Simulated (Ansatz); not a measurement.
# BAs (F-43m): lattice thermal conductivity, part 2 of 3

Aim: the lattice thermal conductivity of BAs against temperature, and which phonons carry it.

Measurements to reproduce:
- thermal conductivity 1160 W/m/K near room temperature (given in “Boron isotope effect on the thermal conductivity of boron arsenide single crystals”, 2019, arxiv:1910.02152)
- thermal conductivity 1000 W/m/K near room temperature (given in “Thermal expansion coefficient and lattice anharmonicity of cubic boron arsenide”, 2019, arxiv:1903.01668)

Ansatz 0.2.0; DFT r2SCAN, scalar-relativistic, plane waves, PAW.

So far. Step 2 (Probe on a coarse mesh): The start is under 0.65 GPa at this level and looks like an insulator or semiconductor on this mesh. Step 4 (Tight relaxation): The residual pressure is 0.0030 GPa, small enough for phonons. The relaxed cell has a = 4.784 Å (conventional setting).

## (5) Third-order constants and the Boltzmann equation

Pairs of atoms inside the cutoff are displaced in a supercell, the forces give the cubic constants, and these give the three-phonon rates of the Boltzmann equation.

input.yaml

```yaml
crystal:
  lattice:
    - [0.0, 2.3919171792, 2.3919171792]
    - [2.3919171792, 0.0, 2.3919171792]
    - [2.3919171792, 2.3919171792, 0.0]
  atoms:
    - { symbol: B, position: [0.0, 0.0, 0.0] }
    - { symbol: As, position: [0.25, 0.25, 0.25] }
kpoints:
  mp_grid: { grid: [6, 6, 6] }
hamiltonian:
  xc: r2scan
scf:
  occupations: { method: fixed }
output:
  eigenvalues: true
phonons:
  method: fd
  dielectric: true
  qmesh: [6, 6, 6]
  temperatures: { t_max: 1000, t_step: 50 }
  qpath:
    path:
      - [[0.0, 0.0, 0.0], [0.5, 0.0, 0.5], [0.5, 0.25, 0.75], [0.375, 0.375, 0.75], [0.0, 0.0, 0.0], [0.5, 0.5, 0.5], [0.625, 0.25, 0.625], [0.5, 0.25, 0.75], [0.5, 0.5, 0.5], [0.375, 0.375, 0.75]]
      - [[0.625, 0.25, 0.625], [0.5, 0.0, 0.5]]
    npoints: 10
  third_order: { supercell: [3, 3, 3], pair_cutoff: 4.117 }
  lattice_thermal_conductivity:
    qmesh: [23, 23, 23]
    temperatures: [100.0, 150.0, 200.0, 300.0, 400.0, 500.0, 600.0, 800.0]
    isotope_mass_variance: [{ species: As, variance: 0.0 }, { species: B, variance: 0.001354 }]
    solution: relaxation_time
```

Run with:

```sh
ansatz run input.yaml --threads 18 --pin off --max-ram 92160MiB --backend cuda --events-out ev --progress --plain --runs-dir out
```

Numbers of over 12 decimals in the logs are rounded to 6 here.

Log:

```text
Warning: phonons: the dynamical matrix that this run interpolates holds no multipole term above the dipole-dipole one, and a site of this crystal is no centre of inversion, so its interpolated transverse optical and acoustic branches and sound speeds can stay off near Gamma, and the density of states and the thermodynamics with them. What a run solves at a wave vector of phonons.qpoints, Gamma apart, where the deck admits one, is free of this, and under fd what a larger phonons.supercell samples
Warning: phonons.dielectric: true without phonons.rigid_motions: the static dielectric tensor ε⁰ will be withheld (ε∞, Z* and the rows of modes are given); for a crystal or a slab, whose only rigid motions are the translations, set phonons.rigid_motions: translations
[...]
Crystal: 12 atoms, lattice volume = 164.218 Å³
Basis set: ecut = 500 eV, 4207 PW (Γ), FFT grids on a1, −a1+a2+a3, −a1+a3, exchange–correlation on 125×320×225 points (125 copies of the dense FFT grid, shifted against one another)
Bands: 66, of which v1, the nominal top of the filled ones, is band 54 counted from 1 (53 counted from 0)
Symmetry: 12 space group operations
k-points: 16 of 36 (time reversal used)
[...]
SCF iter   1: F=—  HF=-30127.939386 eV  |F-HF|=—  |Δ(HF+E_count)|=         —  Δρ=2.05e-7  dr2=5.50e-11  dr2_τ=2.04e-12  ethr=1.00e-12  ⟨swp⟩=3.0  Hψ=2710  notcnv=0
[...]
SCF iter   2: F=-30127.939386 eV  HF=-30127.939386 eV  |F-HF|=7.28e-12  |Δ(HF+E_count)|=  2.91e-11  Δρ=1.20e-7  dr2=1.92e-11  dr2_τ=5.22e-13  ethr=1.00e-12  ⟨swp⟩=3.9  Hψ=2432  notcnv=0
SCF 1 converged in 2 iterations: F = -30127.939386 eV  dr2 = 1.92e-11
[...]
SCF 2 converged in 2 iterations: F = -30127.939386 eV  dr2 = 7.85e-12
[...]
Crystal: 2 atoms, lattice volume = 27.370 Å³
Basis set: ecut = 500 eV, 725 PW (Γ), exchange–correlation on 100×100×100 points (64 copies of the dense FFT grid, shifted against one another)
Bands: 13, of which v1, the nominal top of the filled ones, is band 9 counted from 1 (8 counted from 0)
Symmetry: 24 space group operations
k-points: 46 of 216 (irreducible under 4 space group operations, time reversal used)
[...]
eigensolver tolerance schedule: the retry pair's looser diagonalisation over-reported the residual by 713220.74 of it (diagonalisation noise at an unbounded share of the residual, at the tolerance the schedule requests for it); recorded, not acted on — ethr = c·dr2/N_el stays at c = 1.0e-1
[...]
SCF 3 converged in 2 iterations: F = -5021.323230 eV  dr2 = 2.39e-12
[...]
SCF 8 converged in 7 iterations: F = -30127.939327 eV  dr2 = 1.39e-12
[...]
SCF 16 converged in 7 iterations: F = -30127.939334 eV  dr2 = 7.31e-13
[...]
SCF 24 converged in 2 iterations: F = -30127.939386 eV  dr2 = 1.92e-11
[...]
SCF 32 converged in 3 iterations: F = -30127.939327 eV  dr2 = 2.25e-12
[...]
SCF 40 converged in 7 iterations: F = -30127.939327 eV  dr2 = 6.64e-13
[...]
SCF 48 converged in 3 iterations: F = -30127.939318 eV  dr2 = 3.47e-12
[...]
SCF 56 converged in 7 iterations: F = -30127.939324 eV  dr2 = 1.03e-12
[...]
SCF 64 converged in 3 iterations: F = -30127.939323 eV  dr2 = 5.68e-12
[...]
SCF 72 converged in 7 iterations: F = -30127.939327 eV  dr2 = 5.53e-12
[...]
SCF 80 converged in 7 iterations: F = -135575.708526 eV  dr2 = 3.59e-10
[...]
SCF 88 converged in 7 iterations: F = -135575.712281 eV  dr2 = 2.66e-10
[...]
SCF 96 converged in 7 iterations: F = -135575.708945 eV  dr2 = 3.37e-10
[...]
SCF 104 converged in 7 iterations: F = -135575.710494 eV  dr2 = 3.38e-10
[...]
SCF 112 converged in 7 iterations: F = -135575.711442 eV  dr2 = 2.72e-10
[...]
SCF 120 converged in 7 iterations: F = -135575.710618 eV  dr2 = 2.91e-10
[...]
SCF 128 converged in 7 iterations: F = -135575.708945 eV  dr2 = 3.43e-10
[...]
SCF 136 converged in 7 iterations: F = -135575.709676 eV  dr2 = 5.50e-10
[...]
SCF 144 converged in 7 iterations: F = -135575.709274 eV  dr2 = 6.23e-10
[...]
SCF 152 converged in 7 iterations: F = -135575.710482 eV  dr2 = 3.81e-10
[...]
SCF 160 converged in 7 iterations: F = -135575.708837 eV  dr2 = 4.79e-10
[...]
SCF 168 converged in 7 iterations: F = -135575.710618 eV  dr2 = 2.92e-10
[...]
SCF converged after 2 iterations
[...]
symmetry images taken by strict's conditions (phonons.symmetry_images: auto; settled by no image being taken that strict refuses)
  supercell 9 (6 cells, vectors [1, 0, 0], [0, 1, -1], [0, 0, 6] in multiples of the cell's): 3 displaced members by 0.0025 Å; free energy -30127.939386 eV; taken off its force constants: by the sum rule 3.3e-4, by the symmetrisation 4.1e-5 eV/Å²; Γ matrix within 1.9e-4 eV/Å² of supercell 1's
[...]
q = [0.0000, 0.0000, 0.0000] (star 1, supercell 1; hermiticity 1.64e-16, symmetrization 3.52e-7): -0.00 0.00 0.00 699.11 699.11 699.11
[...]
joined force constants: q→R imaginary residual 3.80e-19
  density of states and harmonic sums: on the 24×24×24 q-mesh, interpolated from the force constants of a 6×6×6 supercell (with the dipole–dipole term)
  largest difference from the sums on the solved wave vectors: F 3.30e-3 eV, S 4.48e-6 and C_V 1.18e-6 eV/K
  zero-point energy: 0.163764 eV/cell   skipped modes (ω ≤ 0): 3   left out of the sums: 3.62e-5 of the cell's modes: C_V's classical limit lies that fraction below 3 k_B per atom; for a crystal, a wire or a layer, F and S can be off by more, and a phonons.interpolated_qmesh denser along its periods is the remedy for the sampling
--- Third-order force constants: 101 member SCFs in a 3×3×3 supercell (pair cutoff 4.117 Å, amplitude 0.03 Å, SCF threshold 1.00e-9 eV, Σ member SCF iterations 708) ---
[...]
sum-rule residual: 6.256e-1 → 2.762e-14 eV/Å³; symmetrization residual: 1.800e-2 eV/Å³; largest sum-rule correction relative to its orbit: 3.228e-1, on the orbit of the block of home site 0 with site 1 of cell (-1, -1, 0) and site 1 of cell (-1, -1, 0), whose norm before the correction was 3.580e-1 eV/Å³
--- Lattice thermal conductivity: 23×23×23 mesh (364 irreducible points), tetrahedron method ---
  three-phonon and isotope scattering only; four-phonon, boundary and, in a metal, phonon-electron scattering are left out
  each conductivity is what the modes' populations carry and what the coherences between them add
  conductivity (a third of the tensor's trace), W/(m K), in the relaxation-time approximation:
       T (K)   relaxation time
      100.00         3183.1272
      150.00         2720.6688
      200.00         2337.1635
      300.00         1787.2687
      400.00         1435.5876
      500.00         1196.6597
      600.00         1024.9462
      800.00          795.6112
```

Elapsed: 2.2 min, on 1 × NVIDIA GB200 with 18 threads of Arm Neoverse V2, shared host; peak memory 1.8 GiB.

This step gave:

- Γ frequencies: 0, 0, 0, 699.1, 699.1, 699.1 cm⁻¹ (negative: imaginary)
- lowest frequency on the path: 0 cm⁻¹
- zero-point energy: 0.1638 eV/cell
- point group: -43m
- highest frequency: 736.9 cm⁻¹
- mean sound speed: 5.499 km/s
- Debye temperature elastic: 684 K
- Debye temperature from the second moment: 924 K
- κ at 300 K (relaxation time): 1787 W/m/K
- dipole term: run
- mean free path at half of κ: 1920 nm
- share of κ above the three lowest branches: 0
- third-order blocks: 842
- periodic aliases dropped: 168
- largest relative sum-rule correction: 0.3228
- displaced cells, third order: 101

LO-TO term included. Phonon branches along the path, in cm⁻¹:

```
    point  branch 1  branch 2  branch 3  branch 4  branch 5  branch 6
        Γ         0         0         0       699       699       701
  halfway       155       155       232       653       653       720
        X       199       199       324       627       627       737
  halfway       215       222       306       626       627       719
        W       231       266       266       620       627       705
  halfway       213       254       284       623       630       709
        K       193       254       291       625       633       714
  halfway       142       181       228       660       667       700
        Γ         0         0         0       699       699       701
  halfway       116       116       223       679       679       705
        L       144       144       313       670       670       707
  halfway       172       212       296       643       650       705
        U       193       254       291       625       633       714
  halfway       213       254       284       623       630       709
        W       231       266       266       620       627       705
  halfway       186       220       292       638       646       703
        L       144       144       313       670       670       707
  halfway       172       212       296       643       650       705
        K       193       254       291       625       633       714
jump to U       193       254       291       625       633       714
  halfway       197       220       314       626       628       728
        X       199       199       324       627       627       737
```

The phonon branches as a text plot (rows in cm⁻¹):

```
    722 |  **********  ****            ****  *****      *   *****
    691 |***         **    ************    **     ****** ***
    660 |   **             ****        ******        *******
    629 |     **************                **********     ******
    599 |
    568 |
    537 |
    507 |
    476 |
    445 |
    415 |
    384 |
    353 |
    322 |       ****                     **            ***     **
    292 |      *    *  ***             **  *******  ***   *****
    261 |     *      ********                 *******        *
    230 |    *      ***    * *        *      *   *** *      * **
    200 |   *   ****   **** * *      *      *****   **    *******
    169 |    ***           *** *           **         ** ***
    138 |  **                **     *  ****            ***
    107 | **                  ***    **
     77 | *                     *   *
     46 |*                       * *
     15 |                         **
         Γ       X    W  K        Γ      L     U  W     L   K|U X
```

Table of lattice thermal conductivity, RTA xx by temperature:

```
temperature (K)  lattice thermal conductivity, RTA xx (W/m/K)
            100                                          3183
            150                                          2721
            200                                          2337
            300                                          1787
            400                                          1436
            500                                          1197
            600                                          1025
            800                                           796
```

The modes has structure finer than the step of the table below, so its rows give means over 25 cm⁻¹, whole bins alone (the curve runs from -10 to 769 cm⁻¹). Peaks (cm⁻¹: height): As 195.7: 0.0225, 283.9: 0.0209; B 631.6: 0.0448, 705.1: 0.0496.

Phonopy on the run's constants, 21x21x21 mesh, Gaussian sigma 5.6 cm⁻¹. The modes by wavenumber; means over each step; values in 1/cm⁻¹/cell:

```
wavenumber (cm⁻¹)       As        B
               25   1.0e-4   1.3e-5
               50   4.2e-4   5.8e-5
               75  0.00103   1.4e-4
              100  0.00216   2.7e-4
              125  0.00508   6.0e-4
              150   0.0119  0.00126
              175   0.0172  0.00156
              200   0.0201  0.00148
              225   0.0138   7.9e-4
              250   0.0117   5.1e-4
              275   0.0166   4.0e-4
              300   0.0115   1.5e-4
              325  0.00123   5.0e-6
              350   3.0e-7        0
              375        0        0
              400        0        0
              425        0        0
              450        0        0
              475        0        0
              500        0        0
              525        0        0
              550        0        0
              575        0        0
              600   3.5e-6   1.7e-4
              625  0.00128   0.0264
              650  0.00250   0.0321
              675  0.00156   0.0143
              700  0.00151   0.0284
              725   3.7e-4   0.0111
              750   2.5e-6   2.7e-4
```

Distinct triplets, nearest first. Third order norms, by row:

```
   sites  side 1 (Å)  side 2 (Å)  side 3 (Å)  norm of the 27 components (eV/Å³)
   B-B-B           0           0           0                              110.5
As-As-As           0           0           0                              94.11
 B-As-As           0        2.07        2.07                              42.64
  B-As-B           0        2.07        2.07                              45.44
  B-B-As        2.07        2.07        3.38                              1.043
 B-As-As        2.07        2.07        3.38                              1.255
   B-B-B           0        3.38        3.38                              1.507
   B-B-B        3.38        3.38        3.38                              0.315
   B-B-B        3.38        3.38        3.38                              0.055
As-As-As           0        3.38        3.38                               2.72
As-As-As        3.38        3.38        3.38                              0.153
As-As-As        3.38        3.38        3.38                              0.444
  B-As-B        2.07        3.38        3.97                              0.165
 B-As-As        2.07        3.38        3.97                              0.208
 B-As-As           0        3.97        3.97                              0.333
 B-As-As        3.38        3.97        3.97                              0.022
 B-As-As        3.38        3.97        3.97                              0.044
  B-As-B        3.38        3.97        3.97                              0.033
  B-As-B        3.38        3.97        3.97                              0.012
  B-As-B           0        3.97        3.97                              0.225
```

Born charge (rows field, columns displacement) (e), principal values of the symmetric part by kind of site:

```
atom  atoms with these values      low   middle     high     mean
  B1                        1  -0.3717  -0.3717  -0.3717  -0.3717
 As2                        1   0.3717   0.3717   0.3717   0.3717
```

In full for B1:

```
-0.3717  0.0000  0.0000
 0.0000 -0.3717  0.0000
 0.0000  0.0000 -0.3717
```

RTA, 300 K. Kappa by branch, by row:

```
branch (by rank)  mean frequency (THz)  mean rms speed (km/s)  median lifetime (ps)  share of kappa
               1                  5.14                   2.28                   484           0.235
               2                  5.97                   3.27                   558           0.572
               3                  8.03                   2.65                   141           0.192
               4                 19.34                   1.14                 0.561               0
               5                 19.49                   1.08                 0.616               0
               6                 21.24                   0.66                 0.294               0
```

Spectral kappa at 300 K, relaxation time (W/m/K/THz) against frequency; read off at these points:

frequency (THz), spectral kappa at 300 K, relaxation time (W/m/K/THz) and a bar:
```
     0.25          0 
     1.25         54 ###
     2.25         27 #
     3.25         77 ####
     4.25        186 ##########
     5.25        407 ######################
     6.25        554 ##############################
     6.75        481 ##########################
     7.75        216 ############
     8.75         41 ##
     9.75          0 
    10.75          0 
    11.75          0 
    12.75          0 
    13.75          0 
    14.75          0 
    15.75          0 
    17.25          0 
    18.25          0 
    19.25          0 
    20.25          0 
    21.25          0 
    22.25          0
```

Relaxation-time solution. Share of κ carried by shorter paths against mean free path:

```
mean free path (nm)  100 K  300 K  800 K
               46.4      0      0  0.001
               68.1      0      0  0.003
                100      0      0  0.013
                147      0  0.001  0.026
                215      0  0.006  0.045
                316      0  0.018  0.095
                464  0.002  0.035  0.202
                681  0.006  0.062  0.379
               1000  0.012  0.169  0.606
               1470  0.022  0.362   0.88
               2150  0.051  0.566  0.971
               3160  0.201  0.847  0.985
               4640  0.456  0.967  0.991
               6810  0.684  0.978      1
              10000  0.792   0.98      1
              14700  0.831  0.983      1
              21500  0.876      1      1
              31600  0.904      1      1
              46400   0.92      1      1
              68100  0.928      1      1
              1.0e5  0.963      1      1
              1.5e5      1      1      1
```

(Part 2 of 3 ends here.)

[Logs are printed without paths, hosts, clocks, repeated set-up lines and the standing remarks that a program may print on its own settings, such as how far it seeks lower states.]

[Hosts, paths, dates, database ids (printed as entryN), source tags and the programs' standing remarks are cut or masked in the printed files.]

[A step with changed settings may run another functional than the one named; its input shows which.]

[Pressures of single members of a volume series are the stress at the run's cutoff; with an incomplete basis they can lie off −dE/dV of the same runs, and they are not shown converged.]
